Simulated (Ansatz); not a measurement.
# Ba2BrClF2: complex band structure

Aim: relax a made-up compound, Ba2BrClF2, and see how good a tunnel barrier it would be. It is built by putting Cl for I in the Ba2IBrF2 structure of space group P4mm, with the volume rescaled by atomic radii. The parent structure comes from the Materials Project.

Method: PBE DFT, plane waves, PAW files, in the first sound run; inputs show where later runs differ, in Ansatz 0.2.0.

Report form: the programs' logs are mostly left out.

The structure was built from a prototype and need not be the compound's stable phase.

## (1) The starting structure

The structure is tetragonal, space group P4mm (No. 99). The conventional cell has a = 4.510 Å, b = 4.510 Å, c = 7.796 Å, α = 90.00°, β = 90.00°, γ = 90.00°. Ba has 4 F at 2.64 Å and 4 Cl at 3.50 Å and 2 Br at 3.80 to 4.00 Å nearest. Ba has 4 F at 2.67 Å and 4 Br at 3.41 Å and 1 Cl at 3.56 Å nearest. Nearest to Cl lie 5 Ba at 3.50 to 3.56 Å. Nearest to Br lie 6 Ba at 3.41 to 4.00 Å and 4 F at 3.46 Å. Nearest to F lie 4 Ba at 2.64 to 2.67 Å. It derives from Ba2IBrF2. Cl for I in the Ba2IBrF2 structure of space group P4mm. Farther neighbours and most contacts between anions are not listed.

## (2) Cell and atoms at rest

The substituted atoms don't fit the parent's cell, so cell and atoms relax together. A small smearing keeps the run stable in case the gap closes on the way.

Contents of input.yaml:

```yaml
crystal:
  lattice:
    - [4.510056069, 0.0, 0.0]
    - [0.0, 4.510056069, 0.0]
    - [0.0, 0.0, 7.7955356595]
  atoms:
    - { symbol: Ba, position: [0.5, 0.5, 0.827396] }
    - { symbol: Ba, position: [0.0, 0.0, 0.185191] }
    - { symbol: Cl, position: [0.0, 0.0, 0.641387] }
    - { symbol: Br, position: [0.5, 0.5, 0.340098] }
    - { symbol: F, position: [0.5, 0.0, 0.002964] }
    - { symbol: F, position: [0.0, 0.5, 0.002964] }
kpoints:
  mp_grid: { grid: [6, 6, 4] }
scf:
  occupations: { method: gaussian, width: 0.03 }
hamiltonian:
  xc: pbe
output:
  forces: true
  stress: true
relax:
  f_tol: 0.02
  max_steps: 60
  cell: {}
```

Run with:

```bash
> ansatz run input.yaml --threads 2 --pin off --max-ram 4096MiB --backend cpu --events-out ev --progress --plain --runs-dir out
```

Run time: 40 s. Hardware: 2 threads of Arm Neoverse V2, shared host; peak memory 0.44 GiB.

Step by step:

| step | energy less that of the first step (eV) | largest force component (eV/Å) | pressure (GPa) | volume (Å³) |
| --- | --- | --- | --- | --- |
| 1 | 0.0000 | 0.7994 | -0.53 | 158.57 |
| 2 | -0.0918 | 0.6074 | -1.40 | 156.31 |
| 3 | -0.1527 | 0.1978 | -0.67 | 153.90 |
| 4 | -0.1721 | 0.0374 | -0.16 | 151.58 |
| 5 | -0.1732 | 0.0059 | -0.01 | 151.03 |
| 6* | -0.1685 | 0.0059 | -0.09 | 151.03 |
| 7 | -0.1689 | 0.0051 | -0.01 | 150.72 |
| 8* | -0.1686 | 0.0051 | -0.01 | 150.72 |

Relaxation steps marked * repeat the geometry before them on a plane-wave basis chosen anew for their cell, so energy and pressure can jump there.

The run keeps the 8 symmetry operations that it works with, so distortions that break them were not tested.

| conventional cell, symmetrised | before | after | change |
| --- | --- | --- | --- |
| a (Å) | 4.510 | 4.484 | -0.6 % |
| b (Å) | 4.510 | 4.484 | -0.6 % |
| c (Å) | 7.796 | 7.496 | -3.8 % |
| volume (Å³/atom) | 26.43 | 25.12 | -4.9 % |

The atoms that moved most (Å, as changes of fractional coordinates times the final cell):

| atom | dx | dy | dz | length |
| --- | --- | --- | --- | --- |
| Ba1 | 0.000 | 0.000 | -0.198 | 0.198 |
| Br4 | 0.000 | 0.000 | 0.113 | 0.113 |
| Cl3 | 0.000 | 0.000 | 0.083 | 0.083 |
| Ba2 | 0.000 | 0.000 | 0.067 | 0.067 |
| F5 | 0.000 | 0.000 | -0.033 | 0.033 |
| F6 | 0.000 | 0.000 | -0.033 | 0.033 |

The relaxed structure:

```xyz
6
Lattice="4.4842 0.0000 0.0000 0.0000 4.4842 0.0000 0.0000 0.0000 7.4956" Properties=species:S:1:pos:R:3 pbc="T T T"
Ba    2.2421    2.2421    6.0038
Ba    0.0000    0.0000    1.4556
Cl    0.0000    0.0000    4.8908
Br    2.2421    2.2421    2.6625
F     2.2421    0.0000   -0.0108
F     0.0000    2.2421   -0.0108
```

Numbers from this step:

```
free energy  : -17392.1244 eV
Fermi energy : 6.882 eV
pressure     : -0.007792 GPa
```

The largest force component on a free atom ends at 0.0051 eV/Å.

## (3) The bulk crystal and its band edges

The energy window and the wavevectors of the next steps follow from the band edges, so these are searched first, off the mesh as well.

Contents of input.yaml:

```yaml
crystal:
  lattice:
    - [4.4841961101, 0.0, 0.0]
    - [0.0, 4.4841961101, 0.0]
    - [0.0, 0.0, 7.4955521672]
  atoms:
    - { symbol: Ba, position: [0.5, 0.5, 0.8009777656] }
    - { symbol: Ba, position: [0.0, 0.0, 0.1941952603] }
    - { symbol: Cl, position: [0.0, 0.0, 0.6524974097] }
    - { symbol: Br, position: [0.5, 0.5, 0.3552069782] }
    - { symbol: F, position: [0.5, 0.0, -0.0014387069] }
    - { symbol: F, position: [0.0, 0.5, -0.0014387069] }
kpoints:
  mp_grid: { grid: [6, 6, 4] }
  band_path: { path: [VBM, CBM], npoints: 30 }
scf:
  occupations: { method: fixed }
hamiltonian:
  xc: pbe
output:
  eigenvalues: true
  write_potential: true
  write_density: true
  volumetric_format: npy
```

The job ended after 19 s (2 threads; peak memory 0.4 GiB; 38 s of CPU time).

Numbers from this step:

```
free energy         : -17392.1245 eV
Fermi energy        : 4.312 eV
gap on the k-mesh   : 5.138 eV
gap on path         : 5.138 eV, by band count; negative where bands overlap
direct gap on path  : 5.138 eV
edge places on path : 0, 0 1/A along the path
```

Levels at VBM (eV): -2.66, -2.54, -2.52, -2.52, -1.98, -1.98, -1.07, -0.72, -0.72, -0.02, 0.00, 0.00, 5.14, 5.62, 6.43, 6.64, 6.88, 7.46.

The searched edges give 5.14 eV, as on the mesh.

## (4) Decaying states in the gap, plane (100), k-mesh 6×4×6

This step: PBE DFT, plane waves, PAW files; complex bands by layer matching along the plane's normal (Ansatz 0.2.0).

The same crystal is laid in a cell whose first two vectors span the (100) plane (indices of the standard conventional cell, whose axes can be ordered otherwise than in the bulk input). At fixed energy and wavevector in the plane the solver finds all kz, real and complex. A few wavevectors are listed, (0, 0) and (0.5, 0) in units of the plane's reciprocal vectors; the slowest state needn't be among them.

Contents of input.yaml:

```yaml
crystal:
  lattice:
    - [4.48419611, 0.0, 0.0]
    - [0.0, 7.495552167, 0.0]
    - [0.0, 0.0, 4.48419611]
  atoms:
    - { symbol: Ba, position: [0.5, 0.8009777656, 0.5] }
    - { symbol: Ba, position: [0.0, 0.1941952603, 0.0] }
    - { symbol: Cl, position: [0.0, 0.6524974097, 0.0] }
    - { symbol: Br, position: [0.5, 0.3552069782, 0.5] }
    - { symbol: F, position: [0.0, 0.9985612931, 0.5] }
    - { symbol: F, position: [0.5, 0.9985612931, 0.0] }
kpoints:
  mp_grid: { grid: [6, 4, 6] }
scf:
  occupations: { method: fixed }
hamiltonian:
  xc: pbe
output:
  eigenvalues: true
  transmission:
    leads: [[0, 0]]
    kpoints: [[0.0, 0.0], [0.5, 0.0]]
    e_range: [-1.0, 6.14]
    de: 0.14
```

Wall time 67 s (2 threads); peak memory 0.98 GiB.

Numbers from this step:

| Quantity | Value |
| --- | --- |
| level to which the leads are filled | 2.569 eV from the Fermi level |
| decay constant at the filling level, zone centre | 0.3783 Å⁻¹ |
| decay constant at the filling level, slowest listed point | 0.3783 Å⁻¹ |

K parallel (0, 0); values up to 1.5 1/Å, a degenerate pair printed once or twice; energies at which all values exceed this have no row. Im kz of the slowest decaying states against energy, zero at the highest filled level on the SCF mesh:

| energy (eV) | decay 1 (Å⁻¹) | decay 2 (Å⁻¹) | decay 3 (Å⁻¹) | decay 4 (Å⁻¹) |
| --- | --- | --- | --- | --- |
| -1.00 | 0.414 | 0.463 | 0.706 | 0.708 |
| -0.72 | 0.152 | 0.469 | 0.728 | 0.750 |
| -0.44 | 0.336 | 0.481 | 0.487 | 0.744 |
| -0.16 | 0.399 | 0.469 | 0.594 | 0.743 |
| -0.02 | 0.396 | 0.482 | 0.630 | 0.740 |
| 0.12 | 0.139 | 0.223 | 0.410 | 0.505 |
| 0.40 | 0.233 | 0.374 | 0.537 | 0.545 |
| 0.68 | 0.285 | 0.453 | 0.573 | 0.579 |
| 0.96 | 0.319 | 0.504 | 0.553 | 0.594 |
| 1.24 | 0.342 | 0.539 | 0.547 | 0.608 |
| 1.52 | 0.359 | 0.541 | 0.563 | 0.617 |
| 1.80 | 0.370 | 0.533 | 0.581 | 0.622 |
| 2.08 | 0.376 | 0.522 | 0.592 | 0.623 |
| 2.36 | 0.378 | 0.508 | 0.600 | 0.621 |
| 2.78 | 0.376 | 0.481 | 0.605 | 0.613 |
| 3.06 | 0.370 | 0.460 | 0.604 | 0.604 |
| 3.34 | 0.360 | 0.435 | 0.592 | 0.600 |
| 3.62 | 0.348 | 0.407 | 0.578 | 0.594 |
| 3.90 | 0.330 | 0.375 | 0.561 | 0.585 |
| 4.18 | 0.307 | 0.339 | 0.540 | 0.574 |
| 4.46 | 0.271 | 0.302 | 0.516 | 0.559 |
| 4.74 | 0.214 | 0.266 | 0.488 | 0.541 |
| 5.02 | 0.119 | 0.224 | 0.454 | 0.505 |
| 5.30 | 0.168 | 0.413 | 0.464 | 0.493 |
| 5.58 | 0.0626 | 0.361 | 0.419 | 0.461 |
| 5.86 | 0.286 | 0.366 | 0.422 | 0.503 |
| 6.14 | 0.149 | 0.300 | 0.371 | 0.455 |

K parallel (0.5, 0); values up to 1.5 1/Å, a degenerate pair printed once or twice; energies at which all values exceed this have no row. The Im kz of the slowest decaying states by energy, zero at the highest filled level on the SCF mesh:

| energy (eV) | decay 1 (Å⁻¹) | decay 2 (Å⁻¹) | decay 3 (Å⁻¹) | decay 4 (Å⁻¹) |
| --- | --- | --- | --- | --- |
| -1.000 | 0.0272 | 0.0468 | 0.291 | 0.313 |
| -0.440 | 0.227 | 0.368 | 0.399 | 0.414 |
| -0.020 | 0.381 | 0.404 | 0.417 | 0.489 |
| 0.540 | 0.501 | 0.517 | 0.546 | 0.585 |
| 0.960 | 0.547 | 0.560 | 0.593 | 0.622 |
| 1.520 | 0.584 | 0.595 | 0.633 | 0.650 |
| 1.940 | 0.601 | 0.611 | 0.652 | 0.662 |
| 2.500 | 0.614 | 0.621 | 0.666 | 0.669 |
| 3.060 | 0.620 | 0.623 | 0.658 | 0.680 |
| 3.480 | 0.619 | 0.620 | 0.644 | 0.684 |
| 4.040 | 0.603 | 0.612 | 0.616 | 0.683 |
| 4.460 | 0.577 | 0.581 | 0.607 | 0.631 |
| 5.020 | 0.519 | 0.534 | 0.538 | 0.581 |
| 5.440 | 0.452 | 0.461 | 0.496 | 0.549 |
| 6.000 | 0.275 | 0.335 | 0.418 | 0.481 |

At the listed wavevectors the last open channel is at -0.02 eV and the next at +5.16 eV on the grid. At +2.50 eV, the grid energy nearest the filling level (the middle of the gap on the SCF mesh), the slowest state at the listed wavevectors decays with κ = 0.378 Å⁻¹, its amplitude falling by e over 2.6 Å. Through 1 nm of this crystal that state's transmission falls by exp(−2 × 0.378 Å⁻¹ × 10 Å) = 5.2e-4.

## (5) Complex bands, plane (001), k-mesh 6×6×4

The same for the (001) plane, at (0, 0) and (0.5, 0), to see how the decay depends on direction.

Contents of input.yaml:

```yaml
crystal:
  lattice:
    - [4.48419611, 0.0, 0.0]
    - [0.0, 4.48419611, 0.0]
    - [0.0, 0.0, 7.495552167]
  atoms:
    - { symbol: Ba, position: [0.5, 0.5, 0.8009777656] }
    - { symbol: Ba, position: [0.0, 0.0, 0.1941952603] }
    - { symbol: Cl, position: [0.0, 0.0, 0.6524974097] }
    - { symbol: Br, position: [0.5, 0.5, 0.3552069782] }
    - { symbol: F, position: [0.5, 0.0, 0.9985612931] }
    - { symbol: F, position: [0.0, 0.5, 0.9985612931] }
kpoints:
  mp_grid: { grid: [6, 6, 4] }
scf:
  occupations: { method: fixed }
hamiltonian:
  xc: pbe
output:
  eigenvalues: true
  transmission:
    leads: [[0, 0]]
    kpoints: [[0.0, 0.0], [0.5, 0.0]]
    e_range: [-1.0, 6.14]
    de: 0.12
```

Elapsed: 28 s, on 2 threads; peak memory 0.62 GiB; 44 s of CPU time.

This step gave:

```
decay constant at the filling level, zone centre          : 0.3756 Å⁻¹
decay constant at the filling level, slowest listed point : 0.3756 Å⁻¹
```

K parallel (0, 0); values up to 1.5 1/Å, a degenerate pair printed once or twice; energies at which all values exceed this have no row. The Im kz of the slowest decaying states by energy, zero at the highest filled level on the SCF mesh:

| energy (eV) | decay 1 (Å⁻¹) | decay 2 (Å⁻¹) | decay 3 (Å⁻¹) | decay 4 (Å⁻¹) |
| --- | --- | --- | --- | --- |
| -1.000 | 0.371 | 0.417 | 0.838 | 0.934 |
| -0.520 | 0.0775 | 0.226 | 0.487 | 0.839 |
| -0.040 | 0.512 | 0.817 | 0.914 | 1.07 |
| 0.440 | 0.253 | 0.524 | 0.686 | 0.892 |
| 1.040 | 0.332 | 0.526 | 0.772 | 0.856 |
| 1.520 | 0.361 | 0.522 | 0.811 | 0.820 |
| 2.000 | 0.374 | 0.513 | 0.778 | 0.837 |
| 2.480 | 0.376 | 0.499 | 0.730 | 0.855 |
| 2.960 | 0.370 | 0.482 | 0.673 | 0.867 |
| 3.440 | 0.355 | 0.460 | 0.606 | 0.851 |
| 4.040 | 0.324 | 0.425 | 0.501 | 0.790 |
| 4.520 | 0.286 | 0.386 | 0.391 | 0.735 |
| 5.000 | 0.188 | 0.228 | 0.348 | 0.672 |
| 5.480 | 0.117 | 0.294 | 0.601 | 0.779 |
| 5.960 | 0.215 | 0.519 | 0.652 | 0.825 |

K parallel (0.5, 0); values up to 1.5 1/Å, a degenerate pair printed once or twice; energies at which all values exceed this have no row. Table of Im kz of the slowest decaying states by energy, zero at the highest filled level on the SCF mesh:

| energy (eV) | decay 1 (Å⁻¹) | decay 2 (Å⁻¹) | decay 3 (Å⁻¹) | decay 4 (Å⁻¹) |
| --- | --- | --- | --- | --- |
| -1.00 | 0.0442 | 0.0801 | 0.486 | 0.513 |
| -0.64 | 0.270 | 0.278 | 0.314 | 0.364 |
| -0.28 | 0.187 | 0.428 | 0.518 | 0.555 |
| -0.04 | 0.478 | 0.489 | 0.533 | 0.621 |
| 0.08 | 0.511 | 0.516 | 0.565 | 0.645 |
| 0.44 | 0.563 | 0.563 | 0.633 | 0.699 |
| 0.80 | 0.563 | 0.587 | 0.615 | 0.676 |
| 1.16 | 0.531 | 0.600 | 0.675 | 0.707 |
| 1.52 | 0.519 | 0.606 | 0.700 | 0.729 |
| 1.88 | 0.510 | 0.606 | 0.712 | 0.746 |
| 2.24 | 0.499 | 0.590 | 0.615 | 0.715 |
| 2.60 | 0.488 | 0.557 | 0.633 | 0.712 |
| 2.84 | 0.480 | 0.542 | 0.633 | 0.707 |
| 3.20 | 0.465 | 0.522 | 0.626 | 0.694 |
| 3.56 | 0.449 | 0.501 | 0.612 | 0.677 |
| 3.92 | 0.431 | 0.479 | 0.592 | 0.654 |
| 4.28 | 0.409 | 0.455 | 0.565 | 0.625 |
| 4.64 | 0.385 | 0.428 | 0.530 | 0.589 |
| 5.00 | 0.357 | 0.398 | 0.487 | 0.545 |
| 5.36 | 0.324 | 0.362 | 0.430 | 0.487 |
| 5.72 | 0.284 | 0.317 | 0.352 | 0.407 |
| 6.08 | 0.198 | 0.220 | 0.271 | 0.273 |

At the listed wavevectors the last open channel is at -0.04 eV and the next at +5.24 eV on the grid. At +2.60 eV, the grid energy nearest the filling level (the middle of the gap on the SCF mesh), the slowest state at the listed wavevectors decays with κ = 0.376 Å⁻¹, its amplitude falling by e over 2.7 Å; the first such run, plane (100), gave 0.378 Å⁻¹.

## (6) Band edges at another level

This step: PBEsol DFT, plane waves, PAW files (Ansatz 0.2.0).

The edges again with PBEsol, at the same atoms.

Contents of input.yaml:

```yaml
crystal:
  lattice:
    - [4.4841961101, 0.0, 0.0]
    - [0.0, 4.4841961101, 0.0]
    - [0.0, 0.0, 7.4955521672]
  atoms:
    - { symbol: Ba, position: [0.5, 0.5, 0.8009777656] }
    - { symbol: Ba, position: [0.0, 0.0, 0.1941952603] }
    - { symbol: Cl, position: [0.0, 0.0, 0.6524974097] }
    - { symbol: Br, position: [0.5, 0.5, 0.3552069782] }
    - { symbol: F, position: [0.5, 0.0, -0.0014387069] }
    - { symbol: F, position: [0.0, 0.5, -0.0014387069] }
kpoints:
  mp_grid: { grid: [6, 6, 4] }
  band_path: { path: [VBM, CBM], npoints: 30 }
scf:
  occupations: { method: fixed }
hamiltonian:
  xc: pbesol
output:
  eigenvalues: true
```

It took 19 s on 2 threads; peak memory 0.4 GiB; 38 s of CPU time.

Numbers from this step:

```yaml
free_energy: -17137.0141 eV
fermi_energy: 4.202 eV
gap_on_the_k_mesh: 4.995 eV
gap_on_path: 4.995 eV, by band count; negative where bands overlap
direct_gap_on_path: 4.995 eV
```

Levels at VBM (eV): -2.70, -2.57, -2.54, -2.54, -2.00, -2.00, -1.10, -0.73, -0.73, -0.02, 0.00, 0.00, 4.99, 5.40, 6.32, 6.52, 6.80, 7.37.

The searched edges give 4.99 eV, as on the mesh.

For the gap on path, step 3 gave 5.14 eV; this run, with PBEsol, gives 4.99 eV.

(Continued in part 2 of 2.)

[Logs are printed without paths, hosts, clocks, repeated set-up lines and the standing remarks that a program may print on its own settings, such as how far it seeks lower states.]

[Hosts, paths, dates, database ids (printed as entryN), source tags and the programs' standing remarks are cut or masked in the printed files.]
